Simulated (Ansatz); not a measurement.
# H on Rh(111): change of the work function, part 2 of 2

Wanted: Δφ(θ) for H/Rh(111), starting from the fcc site.

Ansatz 0.2.0; plane-wave DFT, PBE, Ansatz PAW.

So far, work function, upper face (eV): step 2 (the clean slab) 5.17; step 3 (37 atoms, coverage 0.111 ML, cell 3x3) 5.19; step 4 (17 atoms, coverage 0.25 ML, cell 2x2) 5.20.

**5. The covered slab, k-mesh 6×6×1, coverage 0.5 ML**

System of this step: HRh8 (H/Rh(111)). The cell holds 18 atoms: 16 Rh and 2 H. Its edges and angles: a = 5.374 Å, b = 5.374 Å, c = 25.450 Å, α = 90.0°, β = 90.0°, γ = 60.0°. Vacuum lies along c.

File input.yaml:

```yaml
crystal:
  lattice:
    - [5.374011537, -1.0e-10, 0.0]
    - [2.6870057685, 4.6540305112, 0.0]
    - [0.0, 0.0, 25.4504523279]
  atoms:
    - { symbol: Rh, position: [0.0, 0.0, 0.3536282925] }
    - { symbol: Rh, position: [0.1666666667, 0.1666666667, 0.4398323015] }
    - { symbol: Rh, position: [0.3333333333, 0.3333333333, 0.5258880227] }
    - { symbol: Rh, position: [0.0, 0.0, 0.6119266672] }
    - { symbol: Rh, position: [0.0, 0.5, 0.3536282925] }
    - { symbol: Rh, position: [0.1666666667, 0.6666666667, 0.4398323015] }
    - { symbol: Rh, position: [0.3333333333, 0.8333333333, 0.5258880227] }
    - { symbol: Rh, position: [0.0, 0.5, 0.6119266672] }
    - { symbol: Rh, position: [0.5, 0.0, 0.3536282925] }
    - { symbol: Rh, position: [0.6666666667, 0.1666666667, 0.4398323015] }
    - { symbol: Rh, position: [0.8333333333, 0.3333333333, 0.5258880227] }
    - { symbol: Rh, position: [0.5, 0.0, 0.6119266672] }
    - { symbol: Rh, position: [0.5, 0.5, 0.3536282925] }
    - { symbol: Rh, position: [0.6666666667, 0.6666666667, 0.4398323015] }
    - { symbol: Rh, position: [0.8333333333, 0.8333333333, 0.5258880227] }
    - { symbol: Rh, position: [0.5, 0.5, 0.6119266672] }
    - { symbol: H, position: [0.1666666667, 0.1666666667, 0.6463717075] }
    - { symbol: H, position: [0.6666666667, 0.1666666667, 0.6463717075] }
kpoints:
  mp_grid: { grid: [6, 6, 1] }
hamiltonian:
  xc: pbe
scf:
  occupations: { method: fermi_dirac, width: 0.1 }
  convergence: { dr2_threshold: 1.0e-08 }
efield:
  axis: 3
  dipole_correction: true
  ramp_position: 0.97
  ramp_width: 0.06
relax:
  f_tol: 0.02
  max_steps: 60
  constraints: [{ sites: [0, 1, 4, 5, 8, 9, 12, 13] }]
output:
  dos: { projected: true, e_range: [-8, 4] }
  write_potential: true
  write_density: true
  volumetric_format: npy
  elf: true
```

On the command line:

```console
$ ansatz run input.yaml --threads 4 --pin off --max-ram 16384MiB --backend cpu --events-out ev --progress --plain --runs-dir out
```

Run time: 3.6 min. Hardware: 4 threads of Arm Neoverse V1, shared host; peak memory 2.9 GiB; 14 min of CPU time.

The steps of the relaxation:

```
step  energy less that of the first step (eV)  largest force component (eV/Å)
   1                                   0.0000                          0.7143
   2                                  -0.1030                          0.1532
   3                                  -0.1082                          0.0312
   4                                  -0.1083                          0.0341
   5                                  -0.1086                          0.0062
```

Forces are held to the 4 operations that the program found; a distortion that breaks them can't arise in this run.

The atoms that moved most (Å):

| atom | dx | dy | dz | length |
| --- | --- | --- | --- | --- |
| H18 | 0.000 | -0.016 | 0.133 | 0.134 |
| H17 | 0.000 | -0.016 | 0.133 | 0.134 |
| Rh12 | 0.000 | -0.027 | 0.045 | 0.052 |
| Rh4 | 0.000 | -0.027 | 0.045 | 0.052 |
| Rh16 | 0.000 | 0.021 | 0.020 | 0.029 |
| Rh8 | 0.000 | 0.021 | 0.020 | 0.029 |
| Rh11 | 0.000 | 0.004 | 0.004 | 0.006 |
| Rh3 | 0.000 | 0.004 | 0.004 | 0.006 |

The relaxed structure:

```cif
data_structure
_symmetry_space_group_name_H-M 'P 1'
_symmetry_Int_Tables_number 1
_cell_length_a 5.3740
_cell_length_b 5.3740
_cell_length_c 25.4505
_cell_angle_alpha 90.000
_cell_angle_beta 90.000
_cell_angle_gamma 60.000
_cell_volume 636.54
loop_
_atom_site_label
_atom_site_type_symbol
_atom_site_fract_x
_atom_site_fract_y
_atom_site_fract_z
_atom_site_occupancy
Rh1 Rh 0.00000 0.00000 0.35363 1
Rh2 Rh 0.16667 0.16667 0.43983 1
Rh3 Rh 0.33287 0.33426 0.52604 1
Rh4 Rh 0.00287 0.99426 0.61368 1
Rh5 Rh 0.00000 0.50000 0.35363 1
Rh6 Rh 0.16667 0.66667 0.43983 1
Rh7 Rh 0.33307 0.83386 0.52594 1
Rh8 Rh 0.99772 0.50455 0.61271 1
Rh9 Rh 0.50000 0.00000 0.35363 1
Rh10 Rh 0.66667 0.16667 0.43983 1
Rh11 Rh 0.83287 0.33426 0.52604 1
Rh12 Rh 0.50287 0.99426 0.61368 1
Rh13 Rh 0.50000 0.50000 0.35363 1
Rh14 Rh 0.66667 0.66667 0.43983 1
Rh15 Rh 0.83307 0.83386 0.52594 1
Rh16 Rh 0.49772 0.50455 0.61271 1
H17 H 0.16834 0.16332 0.65159 1
H18 H 0.66834 0.16332 0.65159 1
```

The density of states has structure finer than the step of the table below, so its rows give means over 0.5 eV. Peaks (eV: height): -2.86: 40.8, -2.77: 57.2, -2.59: 64.4, -2.47: 47.3, -2.29: 36.1, 0.12: 49.7, 0.27: 39.7.

Table of density of states by energy, zero at the Fermi level; means over each step:

| energy (eV) | density of states (states/eV a cell) |
| --- | --- |
| -7.5 | 1.00 |
| -7.0 | 2.20 |
| -6.5 | 5.64 |
| -6.0 | 5.20 |
| -5.5 | 17.7 |
| -5.0 | 26.3 |
| -4.5 | 21.8 |
| -4.0 | 19.9 |
| -3.5 | 19.1 |
| -3.0 | 30.1 |
| -2.5 | 35.7 |
| -2.0 | 21.5 |
| -1.5 | 22.5 |
| -1.0 | 23.4 |
| -0.5 | 27.4 |
| 0.0 | 25.8 |
| 0.5 | 27.2 |
| 1.0 | 7.85 |
| 1.5 | 6.49 |

The relaxation took 5 steps and lowered the energy by 0.11 eV; the largest force on the free atoms ends at 0.0062 eV/Å.

The covered face has 5.21 eV, +0.05 eV against the clean one; the bare back face has moved by -0.00 eV, a measure of how thin the slab is.

**6. The covered slab, k-mesh 12×12×1, coverage 1 ML**

System of this step: HRh4 (H/Rh(111)). The cell holds 5 atoms: 4 Rh and 1 H. Its edges and angles: a = 2.687 Å, b = 2.687 Å, c = 25.450 Å, α = 90.0°, β = 90.0°, γ = 60.0°. Vacuum lies along c.

input.yaml, the sections that differ from step 5:

```yaml
crystal:
  lattice:
    - [2.6870057685, 0.0, 0.0]
    - [1.3435028843, 2.3270152556, 0.0]
    - [0.0, 0.0, 25.4504523279]
  atoms:
    - { symbol: Rh, position: [0.0, 0.0, 0.3536282925] }
    - { symbol: Rh, position: [0.3333333333, 0.3333333333, 0.4398323015] }
    - { symbol: Rh, position: [0.6666666667, 0.6666666667, 0.5258880227] }
    - { symbol: Rh, position: [0.0, 0.0, 0.6119266672] }
    - { symbol: H, position: [0.3333333333, 0.3333333333, 0.6463717075] }
kpoints:
  mp_grid: { grid: [12, 12, 1] }
relax:
  f_tol: 0.02
  max_steps: 60
  constraints: [{ sites: [0, 1] }]
output:
  write_potential: true
  write_density: true
  volumetric_format: npy
# hamiltonian, scf, efield: as in step 5
```

Run time: 14 s. Hardware: 4 threads; peak memory 0.47 GiB; 54 s of CPU time.

The steps of the relaxation:

| step | energy less that of the first step (eV) | largest force component (eV/Å) |
| --- | --- | --- |
| 1 | 0.0000 | 0.5918 |
| 2 | -0.0432 | 0.2330 |
| 3 | -0.0471 | 0.0291 |
| 4 | -0.0472 | 0.0079 |

Forces are held to the 6 operations that the program found; a distortion that breaks them can't arise in this run.

The atoms that moved most (Å):

```
atom     dx     dy     dz  length
  H5  0.000  0.000  0.171   0.171
 Rh4  0.000  0.000  0.070   0.070
 Rh3  0.000  0.000  0.007   0.007
```

Final coordinates:

```cif
data_structure
_symmetry_space_group_name_H-M 'P 1'
_symmetry_Int_Tables_number 1
_cell_length_a 2.6870
_cell_length_b 2.6870
_cell_length_c 25.4505
_cell_angle_alpha 90.000
_cell_angle_beta 90.000
_cell_angle_gamma 60.000
_cell_volume 159.13
loop_
_atom_site_label
_atom_site_type_symbol
_atom_site_fract_x
_atom_site_fract_y
_atom_site_fract_z
_atom_site_occupancy
Rh1 Rh 0.00000 0.00000 0.35363 1
Rh2 Rh 0.33333 0.33333 0.43983 1
Rh3 Rh 0.66667 0.66667 0.52618 1
Rh4 Rh 0.00000 0.00000 0.61469 1
H5 H 0.33333 0.33333 0.65310 1
```

Running mean over 2.194 Å of the planar mean; the ramp of the sawtooth is left out. Table of electron's electrostatic potential energy less the Fermi level by z:

```csv
z (Å),electron's electrostatic potential energy less the Fermi level (eV)
3.0,5.16
3.5,5.16
4.0,5.16
4.5,5.16
5.0,5.16
5.5,5.14
6.0,5.09
6.5,4.90
7.0,4.15
7.5,0.995
8.0,-5.56
8.5,-11.0
9.0,-12.7
9.5,-13.0
10.0,-13.1
10.5,-13.1
11.0,-13.2
11.5,-13.2
12.0,-13.2
12.5,-13.2
13.0,-13.2
13.5,-13.1
14.0,-12.7
14.5,-12.3
15.0,-12.7
15.5,-13.5
16.0,-13.2
16.5,-8.90
17.0,-2.06
17.5,2.57
18.0,4.51
18.5,5.02
19.0,5.13
19.5,5.15
20.0,5.16
20.5,5.16
21.0,5.16
21.5,5.16
22.0,5.16
```

The relaxation took 4 steps and lowered the energy by 0.047 eV; the largest force on the free atoms ends at 0.0079 eV/Å.

The covered face has 5.16 eV, -0.01 eV against the clean one; the bare back face has moved by -0.01 eV, a measure of how thin the slab is.

**7. Work function against coverage**

This step: plane-wave DFT, PBE, Ansatz PAW; work function against coverage (Ansatz 0.2.0).

The runs are now put side by side.

Numbers from this step:

```yaml
work_function_of_the_clean_face: 5.167 eV
largest_change_of_the_work_function: 0.04587 eV
```

Table of work function of the covered face by coverage:

```
coverage (adsorbates/nm²)  work function of the covered face (eV)
                     0.00                                    5.17
                     1.78                                    5.19
                     4.00                                    5.20
                     8.00                                    5.21
                    15.99                                    5.16
```

The dipole per adsorbate comes from the change of the cell's dipole. Coverage, by row:

```csv
coverage (1/nm²),coverage (ML),work function (eV),change (eV),"dipole per adsorbate, positive end outwards (debye)",mean height of the added atoms over the highest substrate atom (Å)
1.777,0.1111,5.194,0.02642,-0.032,0.9736
3.998,0.25,5.203,0.03519,-0.024,0.9757
7.997,0.5,5.213,0.04587,-0.016,0.9649
15.99,1,5.161,-0.006501,0,0.9777
```

**8. Outcome**

| Quantity | Value |
| --- | --- |
| work function of the clean face | 5.17 eV |
| work function at 0.11 ML | 5.19 eV |
| work function at 0.25 ML | 5.20 eV |
| work function at 0.5 ML | 5.21 eV |
| work function at 1 ML | 5.16 eV |
| dipole per adsorbate at 0.11 ML, positive end outwards | -0.03 D |

H changes the work function of Rh(111) by less than 0.15 eV at every coverage run, which is within the error of so thin a slab. The slab has 4 layers, at the tabulated experimental lattice constant, one starting site was run, and quantum-size effects of a slab this thin can reach one or two tenths of an eV.

[Long decimals in the printed logs are rounded to 6 places.]

[Logs are printed without paths, hosts, clocks, repeated set-up lines and the standing remarks that a program may print on its own settings, such as how far it seeks lower states.]

[Hosts, paths, dates, database ids (printed as entryN), source tags and the programs' standing remarks are cut or masked in the printed files.]

[Maps of the electrostatic potential energy from Ansatz leave out the sawtooth potential of an applied field or a dipole correction, so their vacuum need not be flat; planar profiles and work functions include it.]

[The density of states shown here was stored with 400 of the rows of the run's finer table, so its peaks can read low, often by over a quarter, or be missed, and its means over a window can be off by a tenth or more.]
